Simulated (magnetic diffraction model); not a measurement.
# Yb₂Te₃PbSe below its ordering temperature

Space group P2_1/m (no. 11), a = 6.9770 Å, b = 7.2380 Å, c = 8.3020 Å, β = 106.89°.

| site | atom | x | y | z |
| --- | --- | --- | --- | --- |
| 2e | Pb | 0.2588 | 1/4 | 0.1954 |
| 2e | Yb | 0.7352 | 1/4 | 0.5670 |
| 2e | Yb | 0.7166 | 1/4 | 0.0457 |
| 4f | Te | 0.4900 | 0.9983 | 0.7416 |
| 2e | Te | 0.0711 | 1/4 | 0.9015 |
| 2e | Se | 0.0623 | 1/4 | 0.3881 |

This is a made-up structure (elements placed in a structure type, unrelaxed), so the numbers test the method and describe no known phase.

Only Yb is taken to order (form factors of Yb3+); orders and moment sizes are assumed, and not adapted to the symmetry. Radiation: neutrons of λ = 1.594 Å, 8° to 35°; isotropic B of 0.36 Å² (Pb), 0.45 Å² (Yb), 0.52 Å² (Te) and 0.61 Å² (Se). The intensities are simulated: I ∝ L Σ (|F_N|² + |F_M⊥|²) for unpolarised neutrons, with F_M = 2.695 fm/μB × Σ f(s) S exp(2πi Q·r) exp(−B s²) at Q = H ± k (one set where k and −k are equivalent), only the part normal to Q counting and L = 1/(sin²θ cos θ). For collinear order S is the moment m, which repeats by lattice and centring translations R with the sign exp(−2πi k·R). Form factors are spin-only for 3d ions and dipole or tabulated for f ions, scattering lengths are Sears's of 1992, and absorption is left out. A label names one of the reflections at its angle. The strongest nuclear line in the range is 100, and lines under 0.2 are left out.

Above the ordering temperature:

```
2θ (°)     index     I
 11.52   (0 0 1)   0.8
 13.71   (1 0 0)   1.9
 15.14  (1 0 -1)   9.3
 17.13   (0 1 1)  19.9
 18.69   (1 1 0)  18.2
 19.77  (1 1 -1)   0.5
 20.37   (1 0 1)  13.2
 23.15   (0 0 2)   0.6
 23.25  (1 0 -2)   0.7
 24.05   (1 1 1)   1.4
 25.45   (0 2 0)  71.5
 26.46   (0 1 2)   7.5
 26.55  (1 1 -2)   9.2
 26.66  (2 0 -1)   0.4
 27.63   (2 0 0)   6.8
 28.01   (0 2 1)   0.8
 29.02   (1 2 0)  32.9
 29.61  (2 1 -1)   4.2
 29.74  (1 2 -1)   5.3
 30.33   (1 0 2)  27.9
 30.49   (2 1 0)  20.5
 30.56  (2 0 -2)  25.2
```
(The table stops after 22 lines; 6 more lie at higher angle.)

Below it (cell unchanged):

```tsv
2θ (°)	I
9.85	65.5
11.52	0.8
11.96	14.9
13.71	1.9
15.14	9.3
17.13	19.9
17.83	11.2
18.69	18.2
19.77	0.5
20.37	13.2
20.49	14.4
20.74	9.5
21.40	1.2
21.60	11.3
23.15	0.6
23.25	0.7
23.68	10.2
23.89	3.7
24.05	1.4
25.38	6.5
25.45	71.5
26.46	7.5
26.55	9.2
26.66	0.4
27.54	5.8
27.63	6.8
28.01	0.8
28.05	2.6
28.55	4.4
29.02	32.9
29.61	4.2
29.74	5.3
29.85	6.1
30.02	4.2
30.33	27.9
30.49	20.5
```
(The table stops after 36 lines; 15 more lie at higher angle.)

**Question.** Find the propagation vector, then choose among these models:
A. collinear moments along [001], 3.6 μB on Yb; signs + at (0.7352, 1/4, 0.5670), + at (0.2648, 3/4, 0.4330), − at (0.7166, 1/4, 0.0457), − at (0.2834, 3/4, 0.9543)
B. collinear moments along [101], 3.6 μB on Yb; signs + at (0.7352, 1/4, 0.5670), − at (0.2648, 3/4, 0.4330), − at (0.7166, 1/4, 0.0457), + at (0.2834, 3/4, 0.9543)
C. collinear moments along [101], 3.6 μB on Yb; signs + at (0.7352, 1/4, 0.5670), + at (0.2648, 3/4, 0.4330), − at (0.7166, 1/4, 0.0457), − at (0.2834, 3/4, 0.9543)
D. collinear moments along [001], 3.6 μB on Yb; signs + at (0.7352, 1/4, 0.5670), − at (0.2648, 3/4, 0.4330), − at (0.7166, 1/4, 0.0457), + at (0.2834, 3/4, 0.9543)

The new lines index as (1/2 1/2 -1/2) at 9.85°, (1/2 1/2 1/2) at 11.96°, (1/2 1/2 -3/2) at 17.83° and (1/2 3/2 -1/2) at 20.49°, that is as H ± k with k = (1/2 1/2 1/2). Half indices mean that the moments reverse under translations with k·R a half-integer, and the magnetic cell has twice the primitive volume.

Magnetic intensity, observed (below minus above) and for each model:

| 2θ (°) | index | observed | A | B | C | D |
| --- | --- | --- | --- | --- | --- | --- |
| 9.85 | (1/2 1/2 -1/2) | 65.5 | 45.0 | 65.5 | 65.5 | 45.0 |
| 11.96 | (1/2 1/2 1/2) | 14.9 | 38.8 | 14.9 | 14.9 | 38.8 |
| 17.83 | (1/2 1/2 -3/2) | 11.2 | 2.2 | 11.2 | 11.2 | 2.2 |
| 23.68 | (3/2 1/2 -3/2) | 10.2 | 5.2 | 10.2 | 10.2 | 5.2 |
| 23.89 | (3/2 1/2 1/2) | 3.7 | 12.0 | 3.7 | 3.7 | 12.0 |
| 28.55 | (1/2 1/2 -5/2) | 4.4 | 0.5 | 4.4 | 4.4 | 0.5 |
| 30.02 | (3/2 3/2 1/2) | 4.2 | 7.4 | 4.2 | 4.2 | 7.4 |
| 31.11 | (3/2 1/2 -5/2) | 5.9 | 1.3 | 5.9 | 5.9 | 1.3 |

Models B and C match alike on every line, so these data can't choose among them (such ties are often domains of one structure).

The structure used: k = (1/2 1/2 1/2), collinear moments along [101], 3.6 μB on Yb; signs + at (0.7352, 1/4, 0.5670), + at (0.2648, 3/4, 0.4330), − at (0.7166, 1/4, 0.0457), − at (0.2834, 3/4, 0.9543).

[Logs are printed without paths, hosts, clocks, repeated set-up lines and the standing remarks that a program may print on its own settings, such as how far it seeks lower states.]
